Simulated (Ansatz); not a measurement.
## Optical response of CaCu2S2

Aim: the dielectric function of CaCu2S2, and the optical constants that follow from it.

Program: Ansatz 0.2.0. Level of theory: DFT, PBE, plane-wave PAW, default files, scalar-relativistic, independent-particle optical response without local fields. Results are calculated unless marked as measured.

This is a report of a sequence of runs, with most program output left out.

### Step 1. Set-up

It takes space group P-3m1 (No. 164, trigonal). Conventional cell: a = 3.940 Å, b = 3.940 Å, c = 6.523 Å, α = 90.00°, β = 90.00°, γ = 120.00°. Nearest to Cu lie 4 S at 2.41 Å. Ca has 6 S at 2.81 Å nearest. S has 4 Cu at 2.41 Å and 3 Ca at 2.81 Å nearest. Farther neighbours and most contacts between anions are not listed.

### Step 2. Ground state and bands

The self-consistent density comes first; it also tells whether there is a gap, which decides the occupations and the need for a Drude term.

This step: DFT, PBE, plane-wave PAW, default files, scalar-relativistic, ground state (Ansatz 0.2.0).

Input file input.yaml:

```yaml
crystal:
  lattice:
    - [3.9399999606, 0.0, 0.0]
    - [-1.9699999803, 3.4121400568, 0.0]
    - [0.0, 0.0, 6.523]
  atoms:
    - { symbol: Cu, position: [0.6666666667, 0.3333333333, 0.62351] }
    - { symbol: Cu, position: [0.3333333333, 0.6666666667, 0.37649] }
    - { symbol: Ca, position: [0.0, 0.0, 0.0] }
    - { symbol: S, position: [0.6666666667, 0.3333333333, 0.2537] }
    - { symbol: S, position: [0.3333333333, 0.6666666667, 0.7463] }
kpoints:
  mp_grid: { grid: [7, 7, 4] }
  band_path:
    path:
      - [[0.0, 0.0, 0.0], [0.5, 0.0, 0.0], [0.33333333, 0.33333333, 0.0], [0.0, 0.0, 0.0], [0.0, 0.0, 0.5], [0.5, 0.0, 0.5], [0.33333333, 0.33333333, 0.5], [0.0, 0.0, 0.5]]
      - [[0.5, 0.0, 0.5], [0.5, 0.0, 0.0]]
      - [[0.33333333, 0.33333333, 0.0], [0.33333333, 0.33333333, 0.5]]
    npoints: 6
scf:
  occupations: { method: fermi_dirac, width: 0.05 }
  n_extra_bands: 9
hamiltonian:
  xc: pbe
  pseudopotentials: { kind: paw }
output:
  forces: true
  stress: true
  populations: true
  write_bands: true
  write_density: true
  write_potential: true
  elf: true
  volumetric_format: npy
```

On the command line:

```sh
$ ansatz run input.yaml --threads 4 --pin off --max-ram 8192MiB --backend cpu --events-out ev --progress --plain --runs-dir out
```

Wall time 3.9 s (4 threads of Arm Neoverse V1, shared host); peak memory 0.43 GiB; 12 s of CPU time.

Numbers from this step:

| Item | Value |
| --- | --- |
| free energy | -16876.0127 eV |
| Fermi energy | 10.55 eV |
| gap by band count | 1.077 eV |
| electrons | 60 |
| symmetry operations | 12 |
| pressure | -0.7118 GPa |
| volume | 87.69 Å³ |
| gap on the path | 1.077 eV |
| least direct gap on the path | 1.077 eV |

There is a gap, 1.08 eV on the path, so no carriers' term is needed. The cell is left with a pressure of -0.7 GPa and forces up to 0.26 eV/Å, as it stands unrelaxed at this level.

The electronic bands at the labelled points (eV, zero at the Fermi level; v1 is the highest filled band, c1 the lowest empty one):

```csv
point,v4,v3,v2,v1,c1,c2,c3,c4
Γ,-1.20,-0.70,-0.56,-0.56,0.51,1.68,2.22,2.71
halfway,-1.75,-1.54,-1.12,-1.00,1.72,1.92,3.52,3.56
M,-2.19,-2.15,-1.98,-1.18,1.46,2.71,3.42,4.49
halfway,-2.15,-2.04,-1.95,-1.16,2.14,2.73,3.37,3.97
K,-2.35,-1.96,-1.96,-1.17,2.95,3.00,3.00,3.59
halfway,-1.87,-1.69,-1.41,-0.91,1.90,2.44,2.82,3.73
Γ,-1.20,-0.70,-0.56,-0.56,0.51,1.68,2.22,2.71
halfway,-1.17,-1.07,-0.70,-0.70,1.21,1.64,2.51,2.77
A,-1.13,-1.13,-0.84,-0.84,1.42,1.78,2.77,2.77
halfway,-1.73,-1.53,-1.24,-1.05,1.75,2.37,2.96,3.21
L,-2.18,-2.15,-1.33,-1.04,1.41,2.39,2.44,3.69
halfway,-2.23,-1.95,-1.40,-1.24,1.85,2.78,3.18,3.36
H,-2.32,-1.68,-1.68,-1.34,2.55,2.55,3.60,4.05
halfway,-1.95,-1.56,-1.30,-1.17,2.07,2.60,2.77,2.98
A,-1.13,-1.13,-0.84,-0.84,1.42,1.78,2.77,2.77
jump to L,-2.18,-2.15,-1.33,-1.04,1.41,2.39,2.44,3.69
halfway,-2.17,-2.16,-1.68,-1.11,1.45,2.35,3.45,3.72
M,-2.19,-2.15,-1.98,-1.18,1.46,2.71,3.42,4.49
jump to K,-2.35,-1.96,-1.96,-1.17,2.95,3.00,3.00,3.59
halfway,-2.33,-1.83,-1.83,-1.26,2.76,2.76,3.25,3.83
H,-2.32,-1.68,-1.68,-1.34,2.55,2.55,3.60,4.05
```

Electrostatic potential energy in the ac plane at fractional y = 0.333, with atoms of Cu and S within 0.2 Å of it. With pseudopotentials it is smooth inside the atoms' cores, unlike the true potential.

Ten even steps from '_' (-37 eV) to '@' (13 eV), each cell a mean:
```
@@%%%%%%%%@@@@@@@@@@@@@@@@@@
@@@@%%%%@@@@@@@@@@@@@@@@@@@@
@@@@@@@@@@@@@@@@@@@@@@@@@@@@
@@@@@@@@@@@@@@@@@@@@@@@@@@@@
@@@@@@@@@@@@@@@@@@@@@@@@@@@@
@@@@@@@@@@@@@@%%**++**##@@@@
@@@@@@@@@@@@%%++::__..==##@@
@@@@@@@@@@@@##::______..**%%
@@@@@@@@@@@@##..________++%%
@@@@@@@@@@@@%%--______::**@@
@@@@@@@@@@@@@@**--::::++%%@@
@@@@@@@@@@@@@@%%######%%@@@@
@@@@@@@@@@@@@@@@@@%%@@@@@@@@
@@@@@@@@@@@@@@@@%%##%%%%@@@@
@@@@@@@@@@@@@@**==----**%%@@
@@@@@@@@@@@@%%==......--##@@
@@@@@@@@@@@@##::::----::++%%
@@@@@@@@@@@@##--::--::::**%%
@@@@@@@@@@@@%%++::::::==##@@
@@@@@@@@@@@@@@%%**++++##%%@@
@@@@@@@@@@@@@@@@@@%%%%@@@@@@
@@%%%%%%%%@@@@@@@@@@@@@@@@@@
%%%%%%%%%%@@@@@@@@@@@@@@@@@@
```
Atoms in or near the plane, at fractional coordinates: Cu at (0.67, 0.62), S at (0.67, 0.25).

ELF in the ac plane at fractional y = 0.333, with atoms of Cu and S within 0.2 Å of it. It is the smooth field of the valence electrons, not physical close to the nuclei.

Ten even steps from '_' (0.03) to '@' (0.86), each cell a mean:
```
____________________________
____________________________
::::::::::::................
==++**++++==::..........::--
**######**==::..........::--
**##%%##**==::....::......::
++**####++--....::----::..::
--++**++==::..::++%%##--....
::--==--::....::**@@%%--....
....::::......::==**++::....
................::::::......
............................
............::----====----::
..........::==##%%%%%%##++--
::........==##@@@@%%%%@@%%++
--......::++%%@@**==++%%@@##
==::....--##@@%%--__..##@@%%
++::....--##@@%%==..::##@@%%
==..__..--##@@@@%%####@@@@%%
::______..++%%@@@@@@@@@@%%**
__________::++%%@@@@@@%%**--
____________::++######**--__
____..________::--==--::____
```
Atoms in or near the plane, at fractional coordinates: Cu at (0.67, 0.62), S at (0.67, 0.25).

### Step 3. Spectrum

The spectrum is a sum over vertical transitions between filled and empty bands at the fixed density, so many empty bands are needed.

This step: DFT, PBE, plane-wave PAW, default files, scalar-relativistic, independent-particle optical response without local fields (Ansatz 0.2.0).

input.yaml, the sections that differ from step 2:

```yaml
kpoints:
  mp_grid: { grid: [7, 7, 4] }
scf:
  occupations: { method: fixed }
output:
  optics:
    e_range: [0, 20]
    de: 0.05
    sigma: 0.1
    nscf_kmesh: { grid: [6, 6, 4] }
    bands: { spectra_wanted_up_to: 20 }
# crystal, hamiltonian: as in step 2
```

Run time: 82 s. Hardware: 4 threads; peak memory 1.2 GiB; 5.3 min of CPU time.

Read-outs, printed or worked out from the files:

- electronic dielectric constant ε∞, mean over x, y and z (by symmetry where fewer were run): 8.792
- absorption onset, first axis (α over 10⁴ cm⁻¹, or the direct gap if that lies higher): 1.173 eV
- main peak of Im epsilon, first axis: 3.562 eV
- photocurrent from vertical transitions in a film 500 nm thick on a perfect mirror (two passes), AM1.5G, no front reflection, all carriers collected: 39.89 mA/cm²
- least direct gap on the mesh: 1.077 eV
- bands summed: 77
- spectra valid up to: 28.02 eV
- program's estimate of the k-sum error in Im epsilon: 0.06 %
- electrons in the f-sum: 25.77

The Im ε has structure finer than the step of the table below, so its rows give means over 0.5 eV, whole bins alone (the curve runs from 0 to 20 eV). Peaks (eV: height): E ∥ x or y 3.55: 10.3, 7.05: 9.13, 7.90: 7.37; E ∥ z 2.95: 14.9, 7.00: 10.6.

Im ε against photon energy; means over each step:

```csv
photon energy (eV),E ∥ x or y,E ∥ z
0.5,0,0
1.0,0.192,0.0657
1.5,0.950,1.22
2.0,1.55,1.67
2.5,4.69,2.90
3.0,8.19,13.4
3.5,9.22,9.20
4.0,7.85,7.26
4.5,7.64,7.54
5.0,6.13,7.40
5.5,4.94,6.62
6.0,7.88,6.65
6.5,8.44,7.45
7.0,8.63,9.73
7.5,6.61,6.27
8.0,7.22,6.42
8.5,5.92,5.00
9.0,4.75,4.15
9.5,2.87,3.28
10.0,2.15,2.31
10.5,1.96,2.14
11.0,1.86,1.84
11.5,1.84,2.06
12.0,1.70,1.67
12.5,1.53,1.31
13.0,1.20,1.25
13.5,1.09,1.10
14.0,0.983,1.01
14.5,0.824,0.914
15.0,0.686,0.918
15.5,0.739,0.952
16.0,0.765,0.818
16.5,0.634,0.695
17.0,0.580,0.528
17.5,0.543,0.380
18.0,0.535,0.310
18.5,0.422,0.324
19.0,0.351,0.302
19.5,0.302,0.284
```

The Re ε by photon energy:

```csv
photon energy (eV),E ∥ x or y,E ∥ z
0.0,8.67,9.03
0.5,8.83,9.19
1.0,9.56,9.85
1.5,10.0,10.7
2.0,11.0,11.1
2.5,13.6,14.2
3.0,9.07,10.2
3.5,7.95,3.77
4.0,5.06,5.33
4.5,4.71,4.57
5.0,2.82,4.33
5.5,4.01,2.67
6.0,4.74,3.12
6.5,2.63,3.26
7.0,1.06,0.935
7.5,0.305,-1.54
8.0,-0.810,-1.02
8.5,-1.94,-2.45
9.0,-3.06,-1.87
9.5,-2.82,-2.69
10.0,-1.65,-1.71
10.5,-1.28,-1.16
11.0,-0.911,-0.920
11.5,-0.805,-0.732
12.0,-0.727,-1.05
12.5,-1.04,-0.814
13.0,-0.630,-0.622
13.5,-0.539,-0.416
14.0,-0.423,-0.363
14.5,-0.398,-0.283
15.0,-0.141,-0.0554
15.5,0.0219,-0.169
16.0,-0.0306,-0.186
16.5,0.0121,-0.174
17.0,0.0916,-0.129
17.5,0.169,0.00957
18.0,0.173,0.164
18.5,0.188,0.296
19.0,0.300,0.352
19.5,0.370,0.419
20.0,0.459,0.502
```

The reflectivity at normal incidence has structure finer than the step of the table below, so its rows give means over 1 eV, whole bins alone (the curve runs from 0 to 20 eV). Peaks (eV: height): E ∥ x or y 3.5: 36.7, 7.2: 41.2, 9.5: 53.2, 12.6: 39.2; E ∥ z 2.9: 44.1, 7.2: 46.6, 8.6: 45.4, 9.6: 50.1, 11.9: 37.8, 16.9: 26.9.

Table of reflectivity at normal incidence by photon energy; means over each step:

```csv
photon energy (eV),E ∥ x or y (%),E ∥ z (%)
1,26.0,27.0
2,29.7,29.9
3,34.7,40.2
4,32.3,30.8
5,28.0,31.0
6,30.5,29.2
7,37.2,39.6
8,39.1,39.6
9,48.1,42.8
10,45.2,42.8
11,34.3,33.5
12,32.2,35.7
13,33.8,31.2
14,29.8,26.7
15,23.8,20.9
16,18.2,23.3
17,15.4,25.2
18,12.6,14.8
19,9.05,7.01
```

Loss function −Im 1/ε at q → 0 against energy loss; read off at these points:

```csv
energy loss (eV),E ∥ x or y,E ∥ z
0.50,0,0
1.00,5.3e-4,8.9e-6
1.50,0.00943,0.0113
2.00,0.0120,0.0133
2.50,0.0228,0.00983
3.00,0.0550,0.0459
3.50,0.0612,0.0947
4.00,0.0900,0.0885
4.50,0.0942,0.0933
5.00,0.138,0.0998
5.50,0.123,0.138
6.00,0.0920,0.123
6.50,0.106,0.113
7.00,0.108,0.0940
7.50,0.161,0.162
8.00,0.135,0.154
8.50,0.154,0.161
9.00,0.147,0.192
9.50,0.178,0.183
10.00,0.294,0.282
10.50,0.359,0.360
11.00,0.437,0.440
11.50,0.453,0.417
12.00,0.505,0.436
12.50,0.445,0.557
13.00,0.648,0.632
13.50,0.739,0.798
14.00,0.856,0.897
14.50,0.986,1.01
15.00,1.42,1.10
15.25,1.44,1.00
15.50,1.35,1.00
16.00,1.29,1.18
16.50,1.62,1.37
17.00,1.68,1.84
17.50,1.70,2.66
17.80,1.63,2.84
18.00,1.67,2.55
18.50,2.00,1.68
19.00,1.65,1.40
19.50,1.32,1.11
20.00,0.972,0.863
```

Values under 1 per cm are given as 1. Absorption coefficient against photon energy:

```csv
photon energy (eV),E ∥ x or y (1/cm),E ∥ z (1/cm)
0.00,1,1
1.00,796,14.0
2.00,45415,51005
3.00,3.9e5,6.0e5
4.00,5.9e5,5.6e5
5.00,6.9e5,7.5e5
6.00,9.3e5,8.9e5
7.00,1.4e6,1.6e6
8.00,1.6e6,1.6e6
9.00,1.9e6,1.7e6
10.00,1.5e6,1.5e6
11.00,1.4e6,1.4e6
12.00,1.4e6,1.5e6
13.00,1.3e6,1.3e6
14.00,1.2e6,1.2e6
15.00,9.8e5,1.1e6
16.00,1.0e6,1.2e6
17.00,8.6e5,9.9e5
18.00,8.1e5,5.5e5
19.00,5.4e5,4.5e5
20.00,4.0e5,4.0e5
```

From ε follow the optical constants at some laser and lamp lines:

```csv
wavelength (nm),n xy,k xy,R (%) xy,1/α xy,n z,k z,R (%) z,1/α z
1550,3.02,0.000,25.3,over 1 mm,3.08,0.000,26.0,over 1 mm
1064,3.15,0.080,26.9,1.0 µm,3.23,0.023,27.8,3.6 µm
800,3.18,0.156,27.3,408 nm,3.27,0.209,28.4,305 nm
532,3.58,0.363,32.1,117 nm,3.55,0.256,31.6,165 nm
450,3.65,1.023,35.6,35 nm,4.54,1.011,42.7,35 nm
405,3.22,1.249,33.5,26 nm,3.53,2.016,42.6,16 nm
308,2.68,1.471,31.7,17 nm,2.69,1.419,31.1,17 nm
```

Rows near the edge hang on the gap, which this functional as a rule makes too small, and phonon-assisted absorption is left out.

In reflection the computed colour is faintly blue: x = 0.294, y = 0.308, luminous reflectivity 31 %.

The f-sum over the summed bands holds 25.8 of the cell's 60 electrons outside the frozen cores, 28 of which lie in bands more than 12 eV below the Fermi level, whose transitions come at higher energies. Up to 20 eV the strength has a mean oscillator energy of 6.1 eV, well above the main peak, so higher transitions carry much of it.

### Step 4. Static response with local fields

Perturbation theory gives the static response with local fields and the functional's kernel, and it needs no empty bands.

This step: DFT, PBE, plane-wave PAW, default files, scalar-relativistic, static field response by perturbation theory with local fields (Ansatz 0.2.0).

Changes to input.yaml since step 3:

```diff
@@ -18,8 +18,2 @@
   pseudopotentials: { kind: paw }
-output:
-  optics:
-    e_range: [0, 20]
-    de: 0.05
-    sigma: 0.1
-    nscf_kmesh: { grid: [6, 6, 4] }
-    bands: { spectra_wanted_up_to: 20 }
+dielectric: {}
```

Elapsed: 88 s, on 4 threads; peak memory 1.6 GiB; 5.7 min of CPU time.

This step gave:

- electronic dielectric constant ε∞, mean over x, y and z (by symmetry where fewer were run): 8.267

ε∞ with local fields:

```
8.19 0.00 0.00
0.00 8.19 0.00
0.00 0.00 8.41
```

Diagonal elements. Born, by row:

```csv
atom,Z*xx (e),Z*yy (e),Z*zz (e)
Cu1,0.966,0.966,0.67
Cu2,0.966,0.966,0.67
Ca3,2.457,2.457,3.198
S4,-2.194,-2.194,-2.269
S5,-2.194,-2.194,-2.269
```

Mean Born charges are Cu +0.87, Ca +2.70 and S -2.22, against formal valences of +1, +2 and -2. That of Ca exceeds its valence by 35 %, the mark of charge moving along hybridised bonds as the atoms shift.

### Step 5. Summary of results

- gap on the path: 1.08 eV
- least direct gap on the path: 1.08 eV
- electronic dielectric constant ε∞, mean over x, y and z (by symmetry where fewer were run) (independent particles): 8.79
- absorption onset, first axis (α over 10⁴ cm⁻¹, or the direct gap if that lies higher): 1.17 eV
- main peak of Im epsilon, first axis: 3.56 eV
- photocurrent from vertical transitions in a film 500 nm thick on a perfect mirror (two passes), AM1.5G, no front reflection, all carriers collected: 39.9 mA/cm²
- electronic dielectric constant ε∞, mean over x, y and z (by symmetry where fewer were run) (static response with local fields): 8.27

**Reading.** At this level (PBE, independent particles) CaCu2S2 has a mean ε∞ = 8.79 (8.27 with local fields) and n = 3.02 at 1550 nm (E ∥ x); absorption sets in near 1.2 eV, and Im ε peaks at 3.6 eV (E ∥ x). The gap on the path is direct, 1.08 eV. The absorption coefficient passes 10⁴ cm⁻¹ at 1.17 eV, in the infrared, so it absorbs across the visible. Distinct maxima of Im ε, read by a parabola through the highest points, lie at 2.91 eV (8.9), 3.56 eV (10), 6.51 eV (8.7) and 7.03 eV (9.1) for E ∥ x or y. The static values by axis are 8.67 (xy), 9.03 (z). The f-sum over the summed bands holds 25.8 of the cell's 60 electrons outside the frozen cores, 28 of which lie in bands more than 12 eV below the Fermi level, whose transitions come at higher energies. Up to 20 eV the strength has a mean oscillator energy of 6.1 eV, well above the main peak, so higher transitions carry much of it. In reflection the computed colour is faintly blue: x = 0.294, y = 0.308, luminous reflectivity 31 %. With local fields and the functional's kernel the static response is 8.27 against 8.79 for independent particles (-6 %). In the base spectrum excitons and phonon-assisted transitions are missing, and so are local fields; PBE gaps are as a rule too small, which pulls the onset down and ε∞ up. In the base run ε includes the program's bounded estimate of what the bands above those summed add.

[Logs are printed without paths, hosts, clocks, repeated set-up lines and the standing remarks that a program may print on its own settings, such as how far it seeks lower states.]

[Hosts, paths, dates, database ids (printed as entryN), source tags and the programs' standing remarks are cut or masked in the printed files.]
